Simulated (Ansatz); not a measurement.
# O on Hf(0001): change of the work function, part 2 of 2

Aim: the work function of Hf(0001) at several coverages of O (fcc site), and the dipole that each adsorbate carries.

Ansatz 0.2.0; plane-wave DFT, PBE, Ansatz PAW.

So far, work function, upper face (eV): step 2 (the clean slab) 4.33; step 3 (37 atoms, coverage 0.111 ML, cell 3x3) 4.19; step 4 (17 atoms, coverage 0.25 ML, cell 2x2) 4.08.

## 5. The covered slab, k-mesh 6×6×1, coverage 0.5 ML

System of this step: O/Hf(0001). The cell holds 18 atoms: 16 Hf and 2 O. Cell: a = 6.400 Å, b = 6.400 Å, c = 27.208 Å, α = 90.0°, β = 90.0°, γ = 60.0°. Vacuum lies along c.

Contents of input.yaml:

```yaml
crystal:
  lattice:
    - [6.4, 0.0, 0.0]
    - [3.2, 5.5425625842, 0.0]
    - [0.0, 0.0, 27.2080706252]
  atoms:
    - { symbol: Hf, position: [0.3333333333, 0.3333333333, 0.3307842046] }
    - { symbol: Hf, position: [0.0, 0.0, 0.4238154244] }
    - { symbol: Hf, position: [0.3333333333, 0.3333333333, 0.5208310629] }
    - { symbol: Hf, position: [0.0, 0.0, 0.6082833594] }
    - { symbol: Hf, position: [0.3333333333, 0.8333333333, 0.3307842046] }
    - { symbol: Hf, position: [0.0, 0.5, 0.4238154244] }
    - { symbol: Hf, position: [0.3333333333, 0.8333333333, 0.5208310629] }
    - { symbol: Hf, position: [0.0, 0.5, 0.6082833594] }
    - { symbol: Hf, position: [0.8333333333, 0.3333333333, 0.3307842046] }
    - { symbol: Hf, position: [0.5, 0.0, 0.4238154244] }
    - { symbol: Hf, position: [0.8333333333, 0.3333333333, 0.5208310629] }
    - { symbol: Hf, position: [0.5, 0.0, 0.6082833594] }
    - { symbol: Hf, position: [0.8333333333, 0.8333333333, 0.3307842046] }
    - { symbol: Hf, position: [0.5, 0.5, 0.4238154244] }
    - { symbol: Hf, position: [0.8333333333, 0.8333333333, 0.5208310629] }
    - { symbol: Hf, position: [0.5, 0.5, 0.6082833594] }
    - { symbol: O, position: [0.1666666667, 0.1666666667, 0.6692157954] }
    - { symbol: O, position: [0.6666666667, 0.1666666667, 0.6692157954] }
kpoints:
  mp_grid: { grid: [6, 6, 1] }
hamiltonian:
  xc: pbe
scf:
  occupations: { method: fermi_dirac, width: 0.1 }
  convergence: { dr2_threshold: 1.0e-08 }
efield:
  axis: 3
  dipole_correction: true
  ramp_position: 0.97
  ramp_width: 0.06
relax:
  f_tol: 0.02
  max_steps: 60
  constraints: [{ sites: [0, 1, 4, 5, 8, 9, 12, 13] }]
output:
  dos: { projected: true, e_range: [-8, 4] }
  write_potential: true
  write_density: true
  volumetric_format: npy
  elf: true
```

Run with:

```
ansatz run input.yaml --threads 4 --pin off --max-ram 16384MiB --backend cpu --events-out ev --progress --plain --runs-dir out
```

Run time: 12 min. Hardware: 4 threads of Arm Neoverse V2, shared host; peak memory 6.3 GiB; 48 min of CPU time.

Relaxation path:

```csv
step,energy less that of the first step (eV),largest force component (eV/Å)
1,0.0000,5.1449
2,-3.0618,3.5806
3,-4.3607,1.2707
4,-4.5636,0.1734
5,-4.5657,0.1770
6,-4.5729,0.0074
```

The run keeps the 4 symmetry operations that it works with, so distortions that break them were not tested.

The atoms that moved most (Å):

```csv
atom,dx,dy,dz,length
O18,0.000,0.109,-0.569,0.579
O17,0.000,0.109,-0.569,0.579
Hf4,0.000,0.045,0.217,0.222
Hf12,0.000,0.045,0.217,0.222
Hf11,0.000,-0.033,-0.042,0.053
Hf3,0.000,-0.033,-0.042,0.053
Hf7,0.000,0.037,-0.011,0.038
Hf15,0.000,0.037,-0.011,0.038
```

Final coordinates:

```cif
data_structure
_symmetry_space_group_name_H-M 'P 1'
_symmetry_Int_Tables_number 1
_cell_length_a 6.4000
_cell_length_b 6.4000
_cell_length_c 27.2081
_cell_angle_alpha 90.000
_cell_angle_beta 90.000
_cell_angle_gamma 60.000
_cell_volume 965.14
loop_
_atom_site_label
_atom_site_type_symbol
_atom_site_fract_x
_atom_site_fract_y
_atom_site_fract_z
_atom_site_occupancy
Hf1 Hf 0.33333 0.33333 0.33078 1
Hf2 Hf 0.00000 0.00000 0.42382 1
Hf3 Hf 0.33630 0.32740 0.51928 1
Hf4 Hf 0.99593 0.00814 0.61627 1
Hf5 Hf 0.33333 0.83333 0.33078 1
Hf6 Hf 0.00000 0.50000 0.42382 1
Hf7 Hf 0.33002 0.83997 0.52044 1
Hf8 Hf 0.00035 0.49930 0.60743 1
Hf9 Hf 0.83333 0.33333 0.33078 1
Hf10 Hf 0.50000 0.00000 0.42382 1
Hf11 Hf 0.83630 0.32740 0.51928 1
Hf12 Hf 0.49593 0.00814 0.61627 1
Hf13 Hf 0.83333 0.83333 0.33078 1
Hf14 Hf 0.50000 0.50000 0.42382 1
Hf15 Hf 0.83002 0.83997 0.52044 1
Hf16 Hf 0.50035 0.49930 0.60743 1
O17 O 0.15688 0.18625 0.64831 1
O18 O 0.65688 0.18625 0.64831 1
```

The density of states has structure finer than the step of the table below, so its rows give means over 0.5 eV, whole bins alone (the curve runs from -8 to 1.98 eV). Peaks (eV: height): -0.87: 54.3, -0.72: 30.6, -0.60: 37.7, -0.03: 30.9, 1.26: 29.4, 1.35: 29.6, 1.77: 29.2.

Density of states against energy, zero at the Fermi level; means over each step:

energy (eV), density of states (states/eV a cell) and a bar:
```
     -7.5        0.0 
     -7.0        0.0 
     -6.5        2.1 ###
     -6.0        8.3 ###########
     -5.5       11.7 ################
     -5.0        6.4 #########
     -4.5        3.4 #####
     -4.0        3.8 #####
     -3.5        6.9 #########
     -3.0       11.1 ###############
     -2.5       11.4 ###############
     -2.0       11.6 ###############
     -1.5       14.9 ####################
     -1.0       22.0 #############################
     -0.5       19.9 ###########################
      0.0       21.4 #############################
      0.5       21.3 ############################
      1.0       22.5 ##############################
      1.5       18.3 ########################
```

The relaxation took 6 steps and lowered the energy by 4.6 eV; the largest force on the free atoms ends at 0.0074 eV/Å.

The covered face has 4.10 eV, -0.23 eV against the clean one; the bare back face has moved by -0.01 eV, a measure of how thin the slab is.

## 6. Adsorbate added, k-mesh 12×12×1, coverage 1 ML

System of this step: O/Hf(0001). The cell holds 5 atoms: 4 Hf and 1 O. Its edges and angles: a = 3.200 Å, b = 3.200 Å, c = 27.208 Å, α = 90.0°, β = 90.0°, γ = 60.0°. Vacuum lies along c.

input.yaml, the sections that differ from step 5:

```yaml
crystal:
  lattice:
    - [3.2, 0.0, 0.0]
    - [1.6, 2.7712812921, 0.0]
    - [0.0, 0.0, 27.2080706252]
  atoms:
    - { symbol: Hf, position: [0.6666666667, 0.6666666667, 0.3307842046] }
    - { symbol: Hf, position: [0.0, 0.0, 0.4238154244] }
    - { symbol: Hf, position: [0.6666666667, 0.6666666667, 0.5208310629] }
    - { symbol: Hf, position: [0.0, 0.0, 0.6082833594] }
    - { symbol: O, position: [0.3333333333, 0.3333333333, 0.6692157954] }
kpoints:
  mp_grid: { grid: [12, 12, 1] }
relax:
  f_tol: 0.02
  max_steps: 60
  constraints: [{ sites: [0, 1] }]
output:
  write_potential: true
  write_density: true
  volumetric_format: npy
# hamiltonian, scf, efield: as in step 5
```

Run time: 39 s. Hardware: 4 threads; peak memory 0.75 GiB.

Relaxation path:

```csv
step,energy less that of the first step (eV),largest force component (eV/Å)
1,0.0000,6.7086
2,-2.0135,4.0305
3,-2.7571,0.3815
4,-2.7753,0.2675
5,-2.7807,0.0297
6,-2.7808,0.0023
```

Forces are held to the 6 operations that the run works with; a distortion that breaks them can't arise in this run.

The atoms that moved most (Å):

```csv
atom,dx,dy,dz,length
O5,0.000,0.000,-0.533,0.533
Hf4,0.000,0.000,0.198,0.198
Hf3,0.000,0.000,-0.070,0.070
```

Final coordinates:

```xyz
5
Lattice="3.2000 0.0000 0.0000 1.6000 2.7713 0.0000 0.0000 0.0000 27.2081" Properties=species:S:1:pos:R:3
Hf    3.2000    1.8475    9.0000
Hf    0.0000    0.0000   11.5312
Hf    3.2000    1.8475   14.1008
Hf    0.0000    0.0000   16.7486
O     1.6000    0.9238   17.6749
```

The relaxation took 6 steps and lowered the energy by 2.8 eV; the largest force on the free atoms ends at 0.0023 eV/Å.

The covered face has 4.40 eV, +0.07 eV against the clean one; the bare back face has moved by +0.03 eV, a measure of how thin the slab is.

## 7. Work function against coverage

This step: plane-wave DFT, PBE, Ansatz PAW; work function against coverage (Ansatz 0.2.0).

The runs are now put side by side.

Numbers from this step:

```
work function of the clean face     : 4.332 eV
largest change of the work function : -0.2550 eV
```

Work function of the covered face against coverage:

```csv
coverage (adsorbates/nm²),work function of the covered face (eV)
0.00,4.33
1.25,4.19
2.82,4.08
5.64,4.10
11.28,4.40
```

The dipole per adsorbate comes from the change of the cell's dipole. Coverage, by row:

```csv
coverage (1/nm²),coverage (ML),work function (eV),change (eV),"dipole per adsorbate, positive end outwards (debye)",mean height of the added atoms over the highest substrate atom (Å)
1.253,0.1111,4.194,-0.1383,0.278,0.9603
2.819,0.25,4.077,-0.255,0.23,0.9593
5.638,0.5,4.104,-0.2279,0.105,0.8717
11.28,1,4.402,0.06954,-0.009,0.9263
```

## 8. Results

| Item | Value |
| --- | --- |
| work function of the clean face | 4.33 eV |
| work function at 0.11 ML | 4.19 eV |
| work function at 0.25 ML | 4.08 eV |
| work function at 0.5 ML | 4.10 eV |
| work function at 1 ML | 4.40 eV |
| dipole per adsorbate at 0.11 ML, positive end outwards | 0.28 D |

**Reading.** At the lowest coverage O changes the work function of Hf(0001) by under 0.15 eV, within the error of so thin a slab; the largest change, -0.26 eV, comes at higher coverage. The work function passes a minimum near 0.25 ML among the coverages run and rises again. The slab has 4 layers, at the tabulated experimental lattice constant, one starting site was run, and quantum-size effects of a slab this thin can reach one or two tenths of an eV.

[Logs are printed without paths, hosts, clocks, repeated set-up lines and the standing remarks that a program may print on its own settings, such as how far it seeks lower states.]

[Hosts, paths, dates, database ids (printed as entryN), source tags and the programs' standing remarks are cut or masked in the printed files.]

[Maps of the electrostatic potential energy from Ansatz leave out the sawtooth potential of an applied field or a dipole correction, so their vacuum need not be flat; planar profiles and work functions include it.]

[The density of states shown here was stored with 400 of the rows of the run's finer table, so its peaks can read low, often by over a quarter, or be missed, and its means over a window can be off by a tenth or more.]
